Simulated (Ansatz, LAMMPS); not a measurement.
# Structural relaxation of ionic liquid triethylsulfonium TFSI- with water, from a frame at 300 K (120 atoms)

Aim: bring ionic liquid triethylsulfonium TFSI- with water, from a frame at 300 K (120 atoms) to a nearby minimum of the energy and see what moves.

Calculated with Ansatz 0.2.0; Kohn-Sham DFT, PBE+D4, PAW (set soft_2), plane waves.

**1. The structure**

The cell holds 120 atoms: 24 C, 9 S, 51 H, 3 N, 15 O and 18 F. Its edges and angles: a = 10.614 Å, b = 10.614 Å, c = 10.614 Å, α = 90.0°, β = 90.0°, γ = 90.0°. 3 triethylsulfonium, 3 TFSI-, 3 H2O placed at random, at 1.74 g/cm³; overlaps pushed apart, then 10 ps at 700 K with MMFF94 bonds, angles, torsions, charges and radii (Halgren, J. Comput. Chem. 17, 490 (1996)) in harmonic and 12-6 forms; SPC/E water (Berendsen, Grigera and Straatsma, J. Phys. Chem. 91, 6269 (1987)); charges of ions scaled by 0.8. Snapshot after 30 ps at 300 K and fixed volume.

Limits known from the start: The network of contacts between molecules at the start is that of the classical potential that made the cell. Only the Γ point is sampled, in a cell whose shortest periodic width is 11 Å.

**2. The classical run that made the cell**

A classical potential makes the cell, at a small fraction of what the same run would cost in DFT.

This step: classical MD, MMFF94 bonds, angles, torsions, charges and radii (Halgren, J. Comput. Chem. 17, 490 (1996)) in harmonic and 12-6 forms; SPC/E water (Berendsen, Grigera and Straatsma, J. Phys. Chem. 91, 6269 (1987)); charges of ions scaled by 0.8 (LAMMPS 22 Jul 2025 - Update 4).

The input, in.lmp:

```
# ionic liquid triethylsulfonium TFSI- with water
units real
atom_style full
boundary p p p
bond_style harmonic
angle_style harmonic
dihedral_style opls
improper_style harmonic
special_bonds lj 0 0 0.5 coul 0 0 0.75
read_data data.lmp
neigh_modify delay 0 every 1 check yes one 4000
comm_modify cutoff 12.0
timestep 0.5
thermo_style custom step time temp pe press density
thermo_modify norm yes
# push overlapping molecules apart
pair_style soft 2.6
pair_coeff * * 0.0
variable a equal ramp(1,60)
fix ad all adapt 1 pair soft a * * v_a
velocity all create 700 449863 mom yes dist gaussian
fix lim all nve/limit 0.03
fix lan all langevin 700 700 50 449864 zero yes
thermo 1000
run 3000 post no
unfix ad
pair_style lj/cut/coul/long 9.0
pair_modify mix arithmetic tail yes
pair_coeff 1 1 0.0678 3.3680   # C
pair_coeff 2 2 0.2681 3.6400   # S
pair_coeff 3 3 0.0216 2.5400   # H
pair_coeff 4 4 0.0721 3.5530   # N
pair_coeff 5 5 0.2681 3.4180   # S
pair_coeff 6 6 0.0763 3.0960   # O
# [... 22 lines left out ...]
compute msd all msd com yes
thermo 7500
fix md all nvt temp 300 300 100
run 30000 post no
print "== T300: mean square displacement over the hold $(c_msd[4]:%.2f) A^2"
unfix md
uncompute msd
write_dump all custom T300.dump id type xs ys zs modify sort id
```

Command:

```bash
$ lmp -in in.lmp -log none -nocite
```

Numbers of over 12 decimals in the logs are rounded to 6 here.

The log of the run:

```text
LAMMPS (22 Jul 2025 - Update 4)
Reading data file ...
  orthogonal box = (0 0 0) to (10.61386 10.61386 10.61386)
  120 atoms
  orthogonal box = (0 0 0) to (10.61386 10.61386 10.61386)
  111 bonds
  195 angles
  207 dihedrals
WARNING: Bond/angle/dihedral extent > half of periodic box length
   Step          Time           Temp          PotEng         Press         Density
         0   0              700            1.0543924     -8202.8631      1.7389975
      1000   500            570.34479      2.6254849      55609.093      1.7389975
      2000   1000           623.20471      2.398707       54329.386      1.7389975
      3000   1500           700.43989      2.7302967      67627.827      1.7389975
WARNING: Bond/angle/dihedral extent > half of periodic box length
Loop time of 0.263564 s on 1 MPI rank(s) for 3000 steps with 120 atoms
PPPM initialization ...
  G vector (1/distance) = 0.29158718
  grid = 6 6 6
[... 31 lines left out ...]
Loop time of 4.77761 s on 1 MPI rank(s) for 10000 steps with 120 atoms
WARNING: Bond/angle/dihedral extent > half of periodic box length
   Step          Time           Temp          PotEng         Press         Density
[... 4 lines left out ...]
WARNING: Bond/angle/dihedral extent > half of periodic box length
Loop time of 2.30437 s on 1 MPI rank(s) for 5000 steps with 120 atoms
WARNING: Bond/angle/dihedral extent > half of periodic box length
   Step          Time           Temp          PotEng         Press         Density
[... 2 lines left out ...]
     30000   29000          329.5572       1.7947238      10863.419      1.7389975
     37500   36500          335.03255      1.8700933      14794.109      1.7389975
     45000   44000          286.38796      1.9789423     -2818.6883      1.7389975
     47000   46000          285.97275      1.7984036      6559.0728      1.7389975
WARNING: Bond/angle/dihedral extent > half of periodic box length
Loop time of 13.3883 s on 1 MPI rank(s) for 30000 steps with 120 atoms
== T300: mean square displacement over the hold 1.68 A^2
```

It took 22 s on 1 thread of Arm Neoverse V2, shared host; peak memory 0.12 GiB.

The input also reads data.lmp (atoms, bonds and types; not printed here).

**3. Single point at the start**

A single point comes first, to see the forces before anything moves.

The input, input.yaml:

```yaml
crystal:
  lattice:
    - [10.61386, 0.0, 0.0]
    - [0.0, 10.61386, 0.0]
    - [0.0, 0.0, 10.61386]
  atoms:
    - { symbol: C, position: [0.4396, 0.58647, 0.50246] }
    - { symbol: C, position: [0.31244, 0.62946, 0.56897] }
    - { symbol: S, position: [0.21592, 0.7152, 0.44989] }
    - { symbol: C, position: [0.0962, 0.76861, 0.56183] }
    - { symbol: C, position: [0.00094, 0.67019, 0.60016] }
    - { symbol: C, position: [0.30663, 0.85864, 0.46522] }
    - { symbol: C, position: [0.36161, 0.89397, 0.34154] }
    - { symbol: H, position: [0.43194, 0.51121, 0.4303] }
    - { symbol: H, position: [0.47958, 0.66398, 0.44379] }
    - { symbol: H, position: [0.51021, 0.55732, 0.57134] }
    - { symbol: H, position: [0.26095, 0.54843, 0.59748] }
    - { symbol: H, position: [0.33634, 0.6921, 0.65145] }
    - { symbol: H, position: [0.13732, 0.80933, 0.64511] }
    - { symbol: H, position: [0.04966, 0.846, 0.51353] }
    - { symbol: H, position: [0.93802, 0.66577, 0.51901] }
    - { symbol: H, position: [0.93785, 0.71334, 0.67038] }
    - { symbol: H, position: [0.03317, 0.5734, 0.62159] }
    - { symbol: H, position: [0.23908, 0.93283, 0.47412] }
    - { symbol: H, position: [0.37676, 0.86844, 0.54597] }
    - { symbol: H, position: [0.29148, 0.89121, 0.26427] }
    - { symbol: H, position: [0.42682, 0.82345, 0.31008] }
    - { symbol: H, position: [0.4003, 0.98588, 0.3514] }
    - { symbol: C, position: [0.29711, 0.97802, 0.79322] }
    - { symbol: C, position: [0.38884, 0.99283, 0.9057] }
    - { symbol: S, position: [0.46517, 0.84373, 0.92977] }
    - { symbol: C, position: [0.56243, 0.89675, 0.06813] }
    - { symbol: C, position: [0.61622, 0.78746, 0.14448] }
    - { symbol: C, position: [0.59348, 0.86075, 0.81013] }
    - { symbol: C, position: [0.69846, 0.76548, 0.83307] }
    - { symbol: H, position: [0.23748, 0.05569, 0.78826] }
    - { symbol: H, position: [0.2407, 0.89451, 0.81273] }
    - { symbol: H, position: [0.35083, 0.96631, 0.70479] }
    - { symbol: H, position: [0.33835, 0.01717, 0.99986] }
    - { symbol: H, position: [0.44962, 0.07268, 0.88024] }
    - { symbol: H, position: [0.49497, 0.94702, 0.12645] }
    - { symbol: H, position: [0.63589, 0.95549, 0.02865] }
    - { symbol: H, position: [0.65399, 0.82893, 0.23398] }
    - { symbol: H, position: [0.54757, 0.72488, 0.183] }
    - { symbol: H, position: [0.68579, 0.73497, 0.08708] }
    - { symbol: H, position: [0.55, 0.84329, 0.72064] }
    - { symbol: H, position: [0.62496, 0.96025, 0.80957] }
    - { symbol: H, position: [0.77236, 0.78736, 0.90292] }
    - { symbol: H, position: [0.74186, 0.74879, 0.7441] }
    - { symbol: H, position: [0.664, 0.67577, 0.86874] }
    - { symbol: C, position: [0.77749, 0.50053, 0.36309] }
    - { symbol: C, position: [0.66286, 0.45544, 0.28711] }
    - { symbol: S, position: [0.71964, 0.36098, 0.16154] }
    - { symbol: C, position: [0.75918, 0.48064, 0.04453] }
    - { symbol: C, position: [0.82023, 0.42084, 0.92957] }
    - { symbol: C, position: [0.56653, 0.32985, 0.09416] }
    - { symbol: C, position: [0.52084, 0.20686, 0.14499] }
    - { symbol: H, position: [0.81797, 0.57907, 0.3113] }
    - { symbol: H, position: [0.7391, 0.55502, 0.4479] }
    - { symbol: H, position: [0.84646, 0.42207, 0.38405] }
    - { symbol: H, position: [0.59853, 0.4004, 0.34263] }
    - { symbol: H, position: [0.6068, 0.53698, 0.25017] }
    - { symbol: H, position: [0.67448, 0.53136, 0.01869] }
    - { symbol: H, position: [0.82442, 0.54044, 0.0975] }
    - { symbol: H, position: [0.78378, 0.32178, 0.9194] }
    - { symbol: H, position: [0.79294, 0.48038, 0.85073] }
    - { symbol: H, position: [0.92271, 0.40911, 0.93669] }
    - { symbol: H, position: [0.50071, 0.40013, 0.11344] }
    - { symbol: H, position: [0.57379, 0.3124, 0.99696] }
    - { symbol: H, position: [0.59895, 0.14555, 0.13691] }
    - { symbol: H, position: [0.4512, 0.1625, 0.08561] }
    - { symbol: H, position: [0.50348, 0.20395, 0.24566] }
    - { symbol: "N", position: [0.14125, 0.13017, 0.33044] }
    - { symbol: S, position: [0.16059, 0.22916, 0.22319] }
    - { symbol: O, position: [0.20534, 0.17604, 0.10576] }
    - { symbol: O, position: [0.22466, 0.34752, 0.25642] }
    - { symbol: C, position: [0.9988, 0.26562, 0.19666] }
    - { symbol: F, position: [0.96909, 0.2334, 0.07307] }
    - { symbol: F, position: [0.97942, 0.38978, 0.2088] }
    - { symbol: F, position: [0.91655, 0.20556, 0.27371] }
    - { symbol: S, position: [0.12854, 0.19719, 0.45667] }
    - { symbol: O, position: [0.06994, 0.32172, 0.46007] }
    - { symbol: O, position: [0.08992, 0.12629, 0.56677] }
    - { symbol: C, position: [0.29324, 0.23444, 0.48164] }
    [... 36 atom lines left out ...]
    - { symbol: O, position: [0.4208, 0.52425, 0.86047] }
    - { symbol: H, position: [0.38339, 0.43817, 0.85221] }
    - { symbol: H, position: [0.35226, 0.58686, 0.87658] }
    - { symbol: O, position: [0.068, 0.30112, 0.76891] }
    - { symbol: H, position: [0.01222, 0.37389, 0.74722] }
    - { symbol: H, position: [0.05398, 0.23133, 0.70718] }
kpoints:
  mp_grid: { grid: [1, 1, 1] }
hamiltonian:
  xc: pbe
  dispersion: d4
scf:
  occupations: { method: fixed }
output:
  forces: true
  stress: true
  populations: intrinsic
  dos:
    method: { smearing: { sigma: 0.08 } }
    de: 0.1
    projected: { site_lists: { C: [C], F: [F], H: [H], "N": ["N"], O: [O] } }
  eigenvalues: true
```

Command:

```bash
$ ansatz run input.yaml --threads 4 --pin off --max-ram 8192MiB --backend cpu --events-out ev --progress --plain --runs-dir out
```

The log of the run:

```text
Engine: ansatz 0.2.0, aarch64-unknown-linux-gnu
Pseudopotentials: kind: paw
Pseudopotential: C, paw, valence charge 4, recommended cutoff 420 eV (normal), C.paw.azcp
Pseudopotential: S, paw, valence charge 6, recommended cutoff 420 eV (normal), S.paw.azcp
Pseudopotential: H, paw, valence charge 1, recommended cutoff 420 eV (normal), H.paw.azcp
Pseudopotential: N, paw, valence charge 5, recommended cutoff 420 eV (normal), N.paw.azcp
Pseudopotential: O, paw, valence charge 6, recommended cutoff 420 eV (normal), O.paw.azcp
Pseudopotential: F, paw, valence charge 7, recommended cutoff 420 eV (normal), F.paw.azcp
[... 5 lines on functional and potentials left out ...]
Crystal: 120 atoms, lattice volume = 1195.694 Å³
Basis set: ecut = 420 eV, 23439 PW (Γ), exchange–correlation on 144×144×144 points (8 copies of the dense FFT grid, shifted against one another)
Bands: 336, of which v1, the nominal top of the filled ones, is band 216 counted from 1 (215 counted from 0)
Symmetry: 1 space group operations
Space group: P1 (ITA 1), of the structure as read, at distance tolerance 1.1e-4 Å
k-points: 1
[... 13 lines on functional and potentials left out ...]
Initial density: superposition of atomic densities (neutral atoms: chi_scale 0, normalization atom), corrected by the library's trained network
Initial wavefunctions: pseudopotential atomic-orbital guess
Functional: x = pbe(κ = 0.804, μ = 0.219515), c = pbe(β = 0.066725)
SCF iter   1: F=—  HF=-39150.996057 eV  |F-HF|=—  |Δ(HF+E_count)|=         —  Δρ=6.49e-3  dr2=6.27e-1  ethr=1.77e-3  ⟨swp⟩=4.0  Hψ=1249  notcnv=0  defer=115
preconditioner: auto → Resta (q_TF=auto, 2.303 Å⁻¹)  ε∞=2.9  [insulator: Δε(μ)=4.192 eV  Ē_g=15.706 eV  n_scr=250 (ndim 8)  ℏωp=21.4 eV  f_vac=0.173  ε∞_Penn≈2.9]
SCF iter   2: F=—  HF=-39150.809791 eV  |F-HF|=—  |Δ(HF+E_count)|=   1.86e-1  Δρ=3.09e-3  dr2=1.09e-1  ethr=1.45e-4  ⟨swp⟩=2.0  Hψ=572  notcnv=0  defer=118
SCF iter   3: F=—  HF=-39150.807248 eV  |F-HF|=—  |Δ(HF+E_count)|=   2.54e-3  Δρ=1.33e-3  dr2=2.61e-2  ethr=2.52e-5  ⟨swp⟩=2.0  Hψ=409  notcnv=0  defer=118
SCF iter   4: F=—  HF=-39150.804904 eV  |F-HF|=—  |Δ(HF+E_count)|=   2.34e-3  Δρ=4.75e-4  dr2=3.26e-3  ethr=6.05e-6  ⟨swp⟩=2.0  Hψ=416  notcnv=0  defer=118
SCF iter   5: F=—  HF=-39150.804761 eV  |F-HF|=—  |Δ(HF+E_count)|=   1.43e-4  Δρ=2.93e-4  dr2=1.02e-3  ethr=7.54e-7  ⟨swp⟩=2.0  Hψ=420  notcnv=0  defer=118
SCF iter   6: F=—  HF=-39150.804653 eV  |F-HF|=—  |Δ(HF+E_count)|=   1.08e-4  Δρ=9.26e-5  dr2=1.11e-4  ethr=2.35e-7  ⟨swp⟩=2.0  Hψ=418  notcnv=0  defer=114
SCF iter   7: F=—  HF=-39150.804667 eV  |F-HF|=—  |Δ(HF+E_count)|=   1.41e-5  Δρ=3.46e-5  dr2=1.40e-5  ethr=2.58e-8  ⟨swp⟩=2.0  Hψ=417  notcnv=0  defer=114
SCF iter   8: F=—  HF=-39150.806110 eV  |F-HF|=—  |Δ(HF+E_count)|=   1.44e-3  Δρ=1.81e-5  dr2=3.64e-6  ethr=3.24e-9  ⟨swp⟩=2.0  Hψ=534  notcnv=0  defer=114
SCF iter   9: F=—  HF=-39150.806110 eV  |F-HF|=—  |Δ(HF+E_count)|=   2.12e-7  Δρ=4.65e-6  dr2=2.61e-7  ethr=8.42e-10  ⟨swp⟩=2.0  Hψ=417  notcnv=0  defer=114
SCF iter  10: F=-39150.806110 eV  HF=-39150.806110 eV  |F-HF|=2.52e-8  |Δ(HF+E_count)|=   1.74e-7  Δρ=2.58e-6  dr2=7.07e-8  ethr=2.31e-11  ⟨swp⟩=16.0  Hψ=2120  notcnv=0
SCF 1 converged in 10 iterations: F = -39150.806110 eV  dr2 = 7.07e-8
  greatest PAW one-centre occupation: 0.936 electrons in one spin orbital (limit 2), on the F atom at site 72 (counted from 0), in its partial waves of l = 0
SCF converged after 10 iterations
Free energy (F): -39150.806110 eV
Harris-Foulkes:  -39150.806110 eV  (|F-HF|=2.52e-8)
Internal energy: -39150.806110 eV  (E = F + TS)
E sigma→0 (E₀):  -39150.806110 eV
Fermi energy:    1.060913 eV
--- Per-component energies (eV) ---
  E_band       = -3253.212926
  E_kinetic    = 10665.970930
  E_local      = -37768.431738  (includes V_loc(G=0)·N_el)
  E_nonlocal   = 3155.335019
  E_hartree    = 14507.165853
  E_xc         = -5207.382730
  E_vxc        = -6287.888331  (∫ρ·V_xc dr)
  E_paw        = -14182.293224  (= ΣΔE_a)
  E_vpaw       = -2032.536372  (= ΣTr[D̂ρ^β])
  E_aug_tail   = 0.005169  (compensation charges beyond the density's cutoff)
  E_ewald      = -10312.857219
  E_disp       = -8.318171  (pairwise vdW)
  E_smearing   = -0.000000  (= −TS)
  E_closure    = 0.000000  (closes the sum)
  Σ components = -39150.806110   (vs F -39150.806110, Δ=0.00e0)
--- Forces (eV/Å), atoms counted from 1 ---
  atom   1  C     -0.42356224     0.81801427    -0.85756348
  atom   2  C      2.33272410    -0.05754466    -1.08065631
  atom   3  S      0.70374614     0.23591987     2.83344402
  atom   4  C     -0.72744827    -0.41286334     0.10688138
  atom   5  C     -0.95881851     0.07533511    -1.07895568
  atom   6  C      0.57698470     1.04218947    -0.29912488
  atom   7  C     -0.29603845    -1.08805470    -1.31943302
  atom   8  H     -0.52345961     0.17764796     0.67773209
  atom   9  H     -0.04148368     0.04093155     0.68483640
  atom  10  H     -0.13104768     0.05274042     0.19791313
  atom  11  H     -0.67572701    -0.74939412     0.42387155
  atom  12  H     -0.64961913    -0.44978508    -0.89984567
  atom  13  H      1.01815609     0.16441270     0.26406057
  atom  14  H     -0.11316407     0.14996594    -0.24662792
[...]
atom 119  H      0.67036687    -1.48755128    -0.09638890
  atom 120  H     -0.06326852     1.12754181     0.44156118
  max |Σ_I F_I| component: 1.13e-4 eV/Å
--- Stress (GPa, compression-positive) ---
        3.882085       0.373628      -0.130496
        0.373628       2.654340      -0.829865
       -0.130496      -0.829865       1.863152
  P = ⅓ Tr σ = 2.7999 GPa (27.999 kbar)
--- Band table (eV) ---
  k-point 0: bands = ["-26.5156", "-26.3109", "-26.0263", "-25.7569", [... 320 levels ...], "12.3409", "12.4211", "12.4615", "12.5140", "12.5247", "12.6182", "12.6548", "12.6964", "12.7255", "12.8345", "12.8669", "12.9544"]
--- intrinsic populations: 120 sites ---
  site symbol       q [e]
     0      C      4.5203
     1      C      4.3828
     2      S      5.2467
[...]
119      H      0.6145
  spilling = -0.000000 (of n_electrons = 432.000000)
```

Elapsed: 17 s, on 4 threads of Arm Neoverse V2, shared host; peak memory 1.5 GiB; 65 s of CPU time.

Read from the output:

| Property | Result |
| --- | --- |
| free energy | -39150.8061 eV |
| free energy per atom | -326.2567 eV/atom |
| SCF cycles | 10 |
| pressure | 2.8 GPa |
| r.m.s. force component | 0.9648 eV/Å |
| longest force | 5.056 eV/Å |
| Fermi energy | 1.061 eV |
| gap (highest filled to lowest empty level) | 3.814 eV |

The r.m.s. force component of 0.96 eV/Å and the pressure of 2.8 GPa set the starting point.

Neighbours are counted within 1.34 Å (H-C), 1.21 Å (H-O), 1.85 Å (C-C), 1.62 Å (C-F), 2.21 Å (C-S), 1.93 Å (O-S), 1.98 Å (S-N).

Length of the force by element and coordination:

| element | coordination | atoms | mean length of the force (eV/Å) | spread | least | most |
| --- | --- | --- | --- | --- | --- | --- |
| C | all | 24 | 1.83 | 0.758 | 0.826 | 3.79 |
| F | all | 18 | 1.17 | 0.474 | 0.428 | 2.22 |
| H | all | 51 | 0.971 | 0.452 | 0.243 | 2.11 |
| N | all | 3 | 1.72 | 0.463 | 1.39 | 2.38 |
| O | all | 15 | 1.27 | 0.827 | 0.342 | 3.54 |
| O | 1 | 12 | 1.47 | 0.803 | 0.566 | 3.54 |
| O | 2 | 3 | 0.458 | 0.124 | 0.342 | 0.629 |
| S | all | 9 | 3.33 | 1.06 | 2.21 | 5.06 |
| S | 3 | 3 | 2.46 | 0.335 | 2.21 | 2.93 |
| S | 4 | 6 | 3.77 | 1.02 | 2.37 | 5.06 |

(Part 1 of 3 ends here.)

[Logs are printed without paths, hosts, clocks, repeated set-up lines and the standing remarks that a program may print on its own settings, such as how far it seeks lower states.]

[Hosts, paths, dates, database ids (printed as entryN), source tags and the programs' standing remarks are cut or masked in the printed files.]

[The MMFF94 radii named for the starting cell were scaled by 0.96; in molecules described by MMFF94, hydrogen bound to N, O or S took a small fixed 12-6 site in their place.]
